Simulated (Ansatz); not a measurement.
In doubt: one-shot GW on d or f shells is unsure, so the values of those runs are not to be relied on.

G0W0 rungs for TaAgO3 (R3c).

Symmetry: R3c, No. 161, trigonal system. The conventional cell has a = 5.528 Å, b = 5.528 Å, c = 13.716 Å, α = 90.00°, β = 90.00°, γ = 120.00°. Nearest to Ta lie 6 O at 1.96 to 2.03 Å. Ag has 6 O at 2.40 to 2.78 Å nearest. Nearest to O lie 2 Ta at 1.96 to 2.03 Å and 2 Ag at 2.40 to 2.78 Å. Farther neighbours and most contacts between anions are not listed.

```
Ta Ag O
1.0
     2.76405    1.59583    4.57197
    -2.76405    1.59583    4.57197
     0.00000   -3.19165    4.57197
Ta Ag O
2 2 6
Direct
  0.99736 0.99736 0.99736
  0.49736 0.49736 0.49736
  0.24900 0.24900 0.24900
  0.74900 0.74900 0.74900
  0.81778 0.68563 0.25243
  0.25243 0.81778 0.68563
  0.68563 0.25243 0.81778
  0.75243 0.18563 0.31778
  0.18563 0.31778 0.75243
  0.31778 0.75243 0.18563
```

Geometry: measured cell, ions relaxed with LDA. The runs that relaxed it are not among those shown. Spin-orbit coupling is left out unless a run names it.

Runs so far (Ansatz 0.2.0, start LDA, hard PAW files, 4×4×4 mesh). Times are wall times on 1 × NVIDIA H100 80GB HBM3 (shared by 3 runs) with 4 threads of AMD EPYC 7R13 (Zen 3), shared host, good to a factor of about two.

```csv
bands summed,cutoff (eV),gap on the mesh (eV),time
380,110,3.329,51 s
783,190,3.405,2 min
1282,270,3.457,4.6 min
```

Question: What should the next rung give, with 2099 bands and screening to 380 eV, and where is the limit?

The error falls about as one over the bands when the cutoff rises with them. A line through the two highest rungs given predicts 3.488 eV; the run gave 3.507 eV, a miss of 0.019 eV, so the law fails here: the steps don't follow it yet. The two highest rungs put the limit near 3.586 eV, the pair below near 3.538 eV; neither can be trusted until a further rung is run.

Gaps are over the mesh's points; an edge off the mesh would be missed. Limits: not at the basis limit; d shell near the gap, gap tends to lie low; no spin-orbit coupling.

[Paths, hosts, dates, memory and timing lines, banners, echoed tables and standing remarks are left out of the program output.]

[Logs are printed without paths, hosts, clocks, repeated set-up lines and the standing remarks that a program may print on its own settings, such as how far it seeks lower states.]

[Runs of the session that timed out or met a known fault of the program may be left out.]

[Cells called generated may have been cut or substituted from an entry of the Crystallography Open Database or the Materials Project.]

[Hosts, paths, dates, database ids (printed as entryN), source tags and the programs' standing remarks are cut or masked in the printed files.]
